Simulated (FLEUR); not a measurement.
## 1 ML Cr on Nb(110), 4 substrate layers: moments or none

Wanted: the moments of 1 ML Cr on Nb(110), 4 substrate layers and the energy gained by spin polarisation.

Main program and level: FLEUR MaX-R8.1; LDA (VWN); all-electron FLAPW film, Dirac cores, scalar-relativistic bands.

**1. The structure**

The cell holds 5 atoms: 4 Nb and 1 Cr. Cell: a = 2.882 Å, b = 2.882 Å, c = 23.213 Å, α = 90.0°, β = 90.0°, γ = 109.5°. Pseudomorphic film on a typed substrate lattice, hard-sphere layer spacings, unrelaxed. Vacuum lies along c.

Structure file:

```cif
data_structure
_symmetry_space_group_name_H-M 'P 1'
_symmetry_Int_Tables_number 1
_cell_length_a 2.8820
_cell_length_b 2.8820
_cell_length_c 23.2125
_cell_angle_alpha 90.000
_cell_angle_beta 90.000
_cell_angle_gamma 109.471
_cell_volume 181.78
loop_
_atom_site_label
_atom_site_type_symbol
_atom_site_fract_x
_atom_site_fract_y
_atom_site_fract_z
_atom_site_occupancy
Nb1 Nb 0.00000 0.00000 0.30156 1
Nb2 Nb 0.50000 0.50000 0.40294 1
Nb3 Nb 0.00000 0.00000 0.50431 1
Nb4 Nb 0.50000 0.50000 0.60569 1
Cr5 Cr 0.00000 0.00000 0.69844 1
```

**2. Order 1, typed as ferro +**

The parallel start comes first: it shows whether parallel moments hold.

inpgen writes inp.xml from crystal.txt; cutoffs, mixing, functional, smearing and local orbitals are then set in the file. The k list default-1 (kpts.xml, not shown) is a Γ-centred 10×10×1 mesh; where the ranks do not divide the number of points, some are split in two of half the weight.

Input file inp.xml:

```
<?xml version="1.0" encoding="UTF-8" standalone="no"?>
<fleurInput fleurInputVersion="0.39">
   <comment>
      Nb4Cr
   </comment>
   <calculationSetup>
      <cutoffs Kmax="3.6" Gmax="10.8" GmaxXC="10.8" numbands="0"/>
      <scfLoop itmax="120" minDistance="0.00002" maxIterBroyd="15" imix="Anderson" alpha="0.03" precondParam="0.0" spinf="2.0" sdNocoIR="T"/>
      <coreElectrons ctail="T" frcor="F" kcrel="0" coretail_lmax="0"/>
      <xcFunctional name="vwn" relativisticCorrections="F"/>
      <magnetism jspins="2"/>
      <soc l_soc="F" theta="0.0" phi="0.0" spav="F"/>
      <expertModes spex="0" secvar="F"/>
      <geometryOptimization l_f="F" forcealpha="1.0" forcemix="BFGS" epsdisp="0.00001" epsforce="0.00001"/>
      <ldaU l_linMix="F" mixParam="0.05" spinf="1.0"/>
   </calculationSetup>
   <cell>
      <bzIntegration valenceElectrons="66.0" mode="hist" fermiSmearingEnergy="0.00293995">
         <kPointListSelection listName="default-1"/>
         <xi:include xmlns:xi="http://www.w3.org/2001/XInclude" href="kpts.xml"> </xi:include>
      </bzIntegration>
      <xi:include xmlns:xi="http://www.w3.org/2001/XInclude" href="sym.xml"> </xi:include>
      <filmLattice scale="1.0" dVac="23.09" dTilda="25.59">
         <bravaisMatrixFilm>
            <row-1>    3.1444097850281700    -4.4468676116123529</row-1>
            <row-2>    3.1444097850281700     4.4468676116123529</row-2>
         </bravaisMatrixFilm>
         <vacuumEnergyParameters vacuum="1" spinUp="-.25" spinDown="-.25"/>
         <vacuumEnergyParameters vacuum="2" spinUp="-.25" spinDown="-.25"/>
      </filmLattice>
   </cell>
   <atomSpecies>
      <species name="Niobium (Nb)" element="Nb" atomicNumber="41">
         <mtSphere radius="2.44" gridPoints="807" logIncrement="0.016"/>
         <atomicCutoffs lmax="10" lnonsphr="8"/>
         <electronConfig flipSpins="F">
            <coreConfig>(1s1/2) (2s1/2) (2p1/2) (2p3/2) (3s1/2) (3p1/2) (3p3/2) (3d3/2) (3d5/2)</coreConfig>
            <valenceConfig>(4s1/2) (4p1/2) (4p3/2) (5s1/2) (4d3/2) (4d5/2)</valenceConfig>
            <stateOccupation state="(5s1/2)" spinUp="0.500000" spinDown="0.500000"/>
            <stateOccupation state="(4d3/2)" spinUp="0.800000" spinDown="0.800000"/>
            <stateOccupation state="(4d5/2)" spinUp="1.200000" spinDown="1.200000"/>
         </electronConfig>
         <energyParameters s="5" p="5" d="4" f="4"/>
         <lo type="SCLO" l="0" n="4" eDeriv="0"/>
         <lo type="SCLO" l="1" n="4" eDeriv="0"/>
      </species>
      <species name="Chromium (2.500" element="Cr" atomicNumber="24">
         <mtSphere radius="2.44" gridPoints="807" logIncrement="0.015"/>
         <atomicCutoffs lmax="10" lnonsphr="8"/>
         <electronConfig flipSpins="F">
            <coreConfig>(1s1/2) (2s1/2) (2p1/2) (2p3/2)</coreConfig>
            <valenceConfig>(3s1/2) (3p1/2) (3p3/2) (4s1/2) (3d3/2) (3d5/2)</valenceConfig>
            <stateOccupation state="(4s1/2)" spinUp="0.5" spinDown="0.5"/>
            <stateOccupation state="(3d3/2)" spinUp="1.0" spinDown="1.0"/>
            <stateOccupation state="(3d5/2)" spinUp="2.75" spinDown="0.25"/>
         </electronConfig>
         <energyParameters s="4" p="4" d="3" f="4"/>
         <lo type="SCLO" l="0" n="3" eDeriv="0"/>
         <lo type="SCLO" l="1" n="3" eDeriv="0"/>
      </species>
   </atomSpecies>
   <atomGroups>
      <atomGroup species="Niobium (Nb)">
         <filmPos label="                   1">.0000000000 .0000000000 -8.7045367355</filmPos>
         <force calculate="T" relaxXYZ="TTT"/>
      </atomGroup>
      <atomGroup species="Niobium (Nb)">
         <filmPos label="                   2">1.000/2.000 1.000/2.000 -4.2576948425</filmPos>
         <force calculate="T" relaxXYZ="TTT"/>
      </atomGroup>
      <atomGroup species="Niobium (Nb)">
         <filmPos label="                   3">.0000000000 .0000000000 .1891909157</filmPos>
         <force calculate="T" relaxXYZ="TTT"/>
      </atomGroup>
      <atomGroup species="Niobium (Nb)">
         <filmPos label="                   4">1.000/2.000 1.000/2.000 4.6360328087</filmPos>
         <force calculate="T" relaxXYZ="TTT"/>
      </atomGroup>
      <atomGroup species="Chromium (2.500">
         <filmPos label="                   5">.0000000000 .0000000000 8.7045367355</filmPos>
         <force calculate="T" relaxXYZ="TTT"/>
      </atomGroup>
   </atomGroups>
   <output dos="F" band="F" slice="F">
      <bandDOS minEnergy="-.5*Htr" maxEnergy="0.5*Htr" sigma="0.015" storeEVData="T"/>
      <plotting iplot="0" polar="F">
         <plot TwoD="T" vec1="  1.0  0.0  0.0" vec2="  0.0  1.0  0.0" vec3="  0.0  0.0  1.0" zero="  0.0  0.0 -0.5" file="plot"/>
      </plotting>
      <moessbauerParams electricFieldGradient="F" isomerShift="F" coreHyperfine="F" valenceHyperfine="F"/>
   </output>
</fleurInput>
```

Input file crystal.txt:

```
Nb4Cr
&input film=T cartesian=F /
1.66395000000  -2.35318100000  0.00000000000
1.66395000000  2.35318100000  0.00000000000
0.00000000000  0.00000000000  1.00000000000
1.8897261246
1.0 1.0 1.0

5
41 0.00000000000  0.00000000000  -8.70453673546
41 0.50000000000  0.50000000000  -4.25769484249
41 0.00000000000  0.00000000000  0.18919091575
41 0.50000000000  0.50000000000  4.63603280873
24 0.00000000000  0.00000000000  8.70453673546 : 2.500

&kpt div1=10 div2=10 div3=1 gamma=T /
```

Run with:

```
> OMP_NUM_THREADS=1 inpgen -f crystal.txt > inpgen.log  # inp.xml is then edited as shown
> OMP_NUM_THREADS=1 mpirun -n 4 fleur_MPI > fleur.log
```

Output:

```text
Welcome to FLEUR        (www.flapw.de)
      MaX-Release 8.1          (www.max-centre.eu)

 ========== k-point set info ==========
 Selected k-point list: default-1
 k-point list type: mesh
 0 x 0 x 0
 Number of k points: 32

 ------------Calculation Setup---------------------------
 Number of MPI-tasks      :            4
 Number of PE/node        :            4
 Number of OMP-threads    :            1
 k-points in parallel     :            4
 pe's per k-point         :            1
 No of k-point loops      :            8
 Eigenvalue solver        :       lapack
 Number of basis functions:          615
 Approximate size of matrices (H+S) per k-point:         0.011 GB
 --------------------------------------------------------
 Iteration:     1   Distance:      40.93045355 me/bohr^3
 Iteration:     2   Distance:      64.92722411 me/bohr^3
 Iteration:     3   Distance:      41.89039344 me/bohr^3
 Iteration:     4   Distance:      17.63537347 me/bohr^3
 Iteration:     5   Distance:      13.47250058 me/bohr^3
 Iteration:     6   Distance:      11.42052018 me/bohr^3
 Iteration:     7   Distance:       8.79086226 me/bohr^3
 Iteration:     8   Distance:       7.27193710 me/bohr^3
 Iteration:     9   Distance:       8.73988160 me/bohr^3
 Iteration:    10   Distance:       7.25224857 me/bohr^3
[... 65 iterations left out ...]
 Iteration:    76   Distance:       0.00195903 me/bohr^3
 Iteration:    77   Distance:       0.00144574 me/bohr^3
 Iteration:    78   Distance:       0.00058327 me/bohr^3
 Iteration:    79   Distance:       0.00067124 me/bohr^3
 Iteration:    80   Distance:       0.00022992 me/bohr^3
 Iteration:    81   Distance:       0.00043064 me/bohr^3
 Iteration:    82   Distance:       0.00004460 me/bohr^3
 Iteration:    83   Distance:       0.00004300 me/bohr^3
 Iteration:    84   Distance:       0.00002128 me/bohr^3
 Iteration:    85   Distance:       0.00001293 me/bohr^3

 ********************************************************************
 Run finished successfully
 Stop message:
   all done
 ********************************************************************

--- out.xml (last complete iteration) ---
<iteration numberForCurrentRun="   85" overallNumber="   85">
         [... left out ...]
         <bandgap value="0.0029407940" units="eV"/>
         <sumValenceSingleParticleEnergies value="-68.3011464015" units="Htr"/>
         <FermiEnergy value="-0.1431745391" units="Htr"/>
         <valenceDensity>
            <mtCharges spin="1">
               <mtCharge atomType="1" total="5.3811261" s="1.1151599" p="2.9914551" d="1.2643594" f="0.0085037"/>
               <mtCharge atomType="2" total="5.4069964" s="1.1183685" p="3.0250990" d="1.2495375" f="0.0118809"/>
               <mtCharge atomType="3" total="5.4220793" s="1.1196457" p="3.0243038" d="1.2644228" f="0.0116718"/>
               <mtCharge atomType="4" total="5.2852477" s="1.1153769" p="3.0220459" d="1.1319699" f="0.0133204"/>
               <mtCharge atomType="5" total="7.8235956" s="1.1900798" p="3.1216500" d="3.5034843" f="0.0066446"/>
            </mtCharges>
            <mtCharges spin="2">
               <mtCharge atomType="1" total="5.3814420" s="1.1153472" p="2.9914368" d="1.2645188" f="0.0084856"/>
               <mtCharge atomType="2" total="5.4150640" s="1.1188825" p="3.0251144" d="1.2569686" f="0.0119863"/>
               <mtCharge atomType="3" total="5.4097285" s="1.1175837" p="3.0247624" d="1.2532407" f="0.0119999"/>
               <mtCharge atomType="4" total="5.5345527" s="1.1225481" p="3.0244688" d="1.3744824" f="0.0111765"/>
               <mtCharge atomType="5" total="4.8468993" s="1.1642306" p="3.0812473" d="0.5954593" f="0.0047696"/>
            </mtCharges>
            <spinDependentCharge spin="1" total="34.5195547" interstitial="5.0186557" mtSpheres="29.3190452" vacuum1="0.0874080" vacuum2="0.0944458"/>
            <spinDependentCharge spin="2" total="31.4804455" interstitial="4.7723373" mtSpheres="26.5876865" vacuum1="0.0253859" vacuum2="0.0950358"/>
            <totalCharge value="66.0000001724"/>
         </valenceDensity>
         [... left out ...]
         <allElectronCharges>
            <spinDependentCharge spin="1" total="95.5195547" interstitial="5.0186620" mtSpheres="90.3190389" vacuum1="0.0874080" vacuum2="0.0944458"/>
            <spinDependentCharge spin="2" total="92.4804455" interstitial="4.7723436" mtSpheres="87.5876802" vacuum1="0.0253859" vacuum2="0.0950358"/>
            <totalCharge value="188.0000001513"/>
         </allElectronCharges>
         <magneticMomentsInMTSpheres units="muBohr">
            <globalMagMoment atomType="1" vec="0.00000   0.00000  -0.00032"/>
            <localMagMoment atomType="1" vec="0.00000   0.00000  -0.00032"/>
            <globalMagMoment atomType="2" vec="0.00000   0.00000  -0.00807"/>
            <localMagMoment atomType="2" vec="0.00000   0.00000  -0.00807"/>
            <globalMagMoment atomType="3" vec="0.00000   0.00000   0.01235"/>
            <localMagMoment atomType="3" vec="0.00000   0.00000   0.01235"/>
            <globalMagMoment atomType="4" vec="0.00000   0.00000  -0.24931"/>
            <localMagMoment atomType="4" vec="0.00000   0.00000  -0.24931"/>
            <globalMagMoment atomType="5" vec="0.00000   0.00000   2.97670"/>
            <localMagMoment atomType="5" vec="0.00000   0.00000   2.97670"/>
         </magneticMomentsInMTSpheres>
         <moessbauerParams unitsHFF="kG" unitsIS="e/bohr^3" unitsEFG="Htr/bohr^2">
         </moessbauerParams>
         <totalEnergy value="   -16314.5949808347" units="Htr">
            <sumOfEigenvalues value="    -9756.9003922739">
               <coreElectrons value="-9688.5992458723"/>
               <valenceElectrons value="-68.3011464015"/>
            </sumOfEigenvalues>
            <densityCoulombPotentialIntegral value="-25941.4634700275"/>
            <densityEffectivePotentialIntegral value="-26612.9379571142"/>
            <chargeDenXCDenIntegral value="-506.6800614309"/>
            <FockExchangeEnergyValence value="0.0000000000"/>
            <FockExchangeEnergyCore value="0.0000000000"/>
            <atomTypeDependentContributions atomType="1">
               <electronNucleiInteractionDifferentMTs value="4595.9001523198"/>
               <MadelungTerm value="-13.9970029820"/>
            </atomTypeDependentContributions>
            <atomTypeDependentContributions atomType="2">
               <electronNucleiInteractionDifferentMTs value="4596.5311712248"/>
               <MadelungTerm value="-13.6876529257"/>
            </atomTypeDependentContributions>
            <atomTypeDependentContributions atomType="3">
               <electronNucleiInteractionDifferentMTs value="4596.6476484275"/>
               <MadelungTerm value="-13.6093978574"/>
            </atomTypeDependentContributions>
            <atomTypeDependentContributions atomType="4">
               <electronNucleiInteractionDifferentMTs value="4596.5131012336"/>
               <MadelungTerm value="-13.6147294399"/>
            </atomTypeDependentContributions>
            <atomTypeDependentContributions atomType="5">
               <electronNucleiInteractionDifferentMTs value="1248.0384385619"/>
               <MadelungTerm value="-4.6814542578"/>
            </atomTypeDependentContributions>
            <tkbTimesEntropy value="0.0061154539"/>
            <freeEnergy value="-16314.6010962886"/>
            <extrapolationTo0K value="-16314.5980385616"/>
         </totalEnergy>
         <densityConvergence units="me/bohr^3">
            <chargeDensity spin="1" distance="0.0000064533"/>
            <chargeDensity spin="2" distance="0.0000081508"/>
            <overallChargeDensity distance="0.0000129319"/>
            <spinDensity distance="0.0000069947"/>
         </densityConvergence>
      </iteration>
```

Wall time 10 min (4 MPI ranks of Arm Neoverse V1, shared host); peak memory 0.6 GiB.

Spin moment in the muffin-tin sphere by atom:

```
atom  spin moment in the muffin-tin sphere (μB)
 Nb1                                       0.00
 Nb2                                      -0.01
 Nb3                                       0.01
 Nb4                                      -0.25
 Cr5                                       2.98
```

Numbers from this step:

```
free energy                                                       : -443942.9119 eV
program's band gap on this mesh (in a metal only a level spacing) : 0.002941 eV
magnetization                                                     : 3.039 μB
final state                                                       : ferromagnetic, with opposed induced moments
```

After 85 cycles the largest moment stands at 2.98 μB.

**3. Order 2, typed as no spin polarisation**

A spinless run gives the zero against which the gain from the moments is read.

inp.xml: that of step 2 with these lines changed.

```diff
@@ -10,3 +10,3 @@
       <xcFunctional name="vwn" relativisticCorrections="F"/>
-      <magnetism jspins="2"/>
+      <magnetism jspins="1"/>
       <soc l_soc="F" theta="0.0" phi="0.0" spav="F"/>
@@ -46,3 +46,3 @@
       </species>
-      <species name="Chromium (2.500" element="Cr" atomicNumber="24">
+      <species name="Chromium (Cr)" element="Cr" atomicNumber="24">
          <mtSphere radius="2.44" gridPoints="807" logIncrement="0.015"/>
@@ -52,5 +52,5 @@
             <valenceConfig>(3s1/2) (3p1/2) (3p3/2) (4s1/2) (3d3/2) (3d5/2)</valenceConfig>
-            <stateOccupation state="(4s1/2)" spinUp="0.5" spinDown="0.5"/>
-            <stateOccupation state="(3d3/2)" spinUp="1.0" spinDown="1.0"/>
-            <stateOccupation state="(3d5/2)" spinUp="2.75" spinDown="0.25"/>
+            <stateOccupation state="(4s1/2)" spinUp="0.500000" spinDown="0.500000"/>
+            <stateOccupation state="(3d3/2)" spinUp="1.000000" spinDown="1.000000"/>
+            <stateOccupation state="(3d5/2)" spinUp="1.500000" spinDown="1.500000"/>
          </electronConfig>
@@ -78,3 +78,3 @@
       </atomGroup>
-      <atomGroup species="Chromium (2.500">
+      <atomGroup species="Chromium (Cr)">
          <filmPos label="                   5">.0000000000 .0000000000 8.7045367355</filmPos>
```

crystal.txt: that of step 2 with these lines changed.

```diff
@@ -13,3 +13,3 @@
 41 0.50000000000  0.50000000000  4.63603280873
-24 0.00000000000  0.00000000000  8.70453673546 : 2.500
+24 0.00000000000  0.00000000000  8.70453673546
```

Output:

```text
[banner, memory and clock lines left out]
Welcome to FLEUR        (www.flapw.de)
      MaX-Release 8.1          (www.max-centre.eu)

 ========== k-point set info ==========
 Selected k-point list: default-1
 k-point list type: mesh
 0 x 0 x 0
 Number of k points: 32

 ------------Calculation Setup---------------------------
 Number of PE/node        :            4
 Number of OMP-threads    :            1
 k-points in parallel     :            4
 pe's per k-point         :            1
 No of k-point loops      :            8
 Eigenvalue solver        :       lapack
 Number of basis functions:          615
 Approximate size of matrices (H+S) per k-point:         0.011 GB
 Iteration:     1   Distance:      40.87154896 me/bohr^3
 Iteration:     2   Distance:      65.90004131 me/bohr^3
 Iteration:     3   Distance:      40.68551873 me/bohr^3
 Iteration:     4   Distance:      15.06321494 me/bohr^3
 Iteration:     5   Distance:      13.41406370 me/bohr^3
 Iteration:     6   Distance:      14.05283853 me/bohr^3
 Iteration:     7   Distance:      16.33341304 me/bohr^3
 Iteration:     8   Distance:      14.00738158 me/bohr^3
 Iteration:     9   Distance:       7.49961004 me/bohr^3
 Iteration:    10   Distance:       7.32509921 me/bohr^3
[... 29 iterations left out ...]
 Iteration:    40   Distance:       0.00142316 me/bohr^3
 Iteration:    41   Distance:       0.00042578 me/bohr^3
 Iteration:    42   Distance:       0.00056825 me/bohr^3
 Iteration:    43   Distance:       0.00008532 me/bohr^3
 Iteration:    44   Distance:       0.00017566 me/bohr^3
 Iteration:    45   Distance:       0.00022388 me/bohr^3
 Iteration:    46   Distance:       0.00005558 me/bohr^3
 Iteration:    47   Distance:       0.00003016 me/bohr^3
 Iteration:    48   Distance:       0.00008384 me/bohr^3
 Iteration:    49   Distance:       0.00001847 me/bohr^3

 ********************************************************************
 Run finished successfully
 Stop message:
   all done
 ********************************************************************

--- out.xml (last complete iteration) ---
<iteration numberForCurrentRun="   49" overallNumber="   49">
         [... left out ...]
         <bandgap value="0.0218461770" units="eV"/>
         <sumValenceSingleParticleEnergies value="-69.7759303110" units="Htr"/>
         <FermiEnergy value="-0.1666565865" units="Htr"/>
         <valenceDensity>
            <mtCharges spin="1">
               <mtCharge atomType="1" total="10.7634938" s="2.2301800" p="5.9822705" d="2.5307481" f="0.0169847"/>
               <mtCharge atomType="2" total="10.8214739" s="2.2376769" p="6.0506853" d="2.5051407" f="0.0237540"/>
               <mtCharge atomType="3" total="10.8267962" s="2.2377960" p="6.0527747" d="2.5084254" f="0.0236321"/>
               <mtCharge atomType="4" total="10.8030409" s="2.2364050" p="6.0533252" d="2.4846938" f="0.0242294"/>
               <mtCharge atomType="5" total="12.6383225" s="2.3485169" p="6.1939642" d="4.0817500" f="0.0112168"/>
            </mtCharges>
            <spinDependentCharge spin="1" total="66.0000002" interstitial="9.8452377" mtSpheres="55.8531273" vacuum1="0.1124726" vacuum2="0.1891626"/>
            <totalCharge value="66.0000001735"/>
         </valenceDensity>
         [... left out ...]
         <totalEnergy value="   -16314.5899178734" units="Htr">
            <sumOfEigenvalues value="    -9761.3629043670">
               <coreElectrons value="-9691.5869740560"/>
               <valenceElectrons value="-69.7759303110"/>
            </sumOfEigenvalues>
            <densityCoulombPotentialIntegral value="-25945.8055127631"/>
            <densityEffectivePotentialIntegral value="-26617.1145603201"/>
            <chargeDenXCDenIntegral value="-506.5582231467"/>
            <FockExchangeEnergyValence value="0.0000000000"/>
            <FockExchangeEnergyCore value="0.0000000000"/>
         [... left out ...]
            <tkbTimesEntropy value="0.0065940230"/>
            <freeEnergy value="-16314.5965118963"/>
            <extrapolationTo0K value="-16314.5932148848"/>
         </totalEnergy>
         <densityConvergence units="me/bohr^3">
            <chargeDensity spin="1" distance="0.0000184668"/>
         </densityConvergence>
      </iteration>
```

Run time: 3 min. Hardware: 4 MPI ranks; peak memory 0.39 GiB.

Numbers from this step:

```yaml
free_energy: -443942.7871 eV
program_s_band_gap_on_this_mesh_in_a_metal_only_a_level_spacing: 0.02185 eV
final_state: non-magnetic (no spin polarisation)
```

It lies 125 meV a seeded atom over the first start.

(Part 1 of 2 ends here.)

[Logs and program files are shortened in this print: banners, set-up blocks, solver, clock and traceback lines can be left out without a mark of their own.]

[Logs are printed without paths, hosts, clocks, repeated set-up lines and the standing remarks that a program may print on its own settings, such as how far it seeks lower states.]

[Hosts, paths, dates, database ids (printed as entryN), source tags and the programs' standing remarks are cut or masked in the printed files.]

[Where a cell is said to come from a database of computed structures, the database is the Materials Project.]
